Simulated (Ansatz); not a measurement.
# From spin parameters to the magnetic ion

A crystal has the composition MH4Br2O2, where M is a 3d element. A calculation (PBE+U, spin-orbit coupling in second variation, Ansatz) gives:

* S: 5/2
* g: 2.0028, 2.0030, 2.0036
* D, with anisotropic exchange: -0.4 cm⁻¹ (-12 GHz)
* E: -0.0482 cm⁻¹ (-1.45 GHz)
* moment in its sphere: 4.23 μB

Q: Name the magnetic ion and its oxidation state.

The crystal is MnH4Br2O2, space group C2/m. The spin sits on Mn, with 2 O + 4 Br at 2.16 to 2.79 Å round it. With the usual charges of the other elements M must be +2. The high-spin ion of that charge with S = 5/2 in this row is Mn²⁺ high-spin d⁵. Low-spin ions are left aside. The shift from the free-electron value is small, as for a half-filled shell without orbital momentum.

[Hosts, paths, dates, database ids (printed as entryN), source tags and the programs' standing remarks are cut or masked in the printed files.]
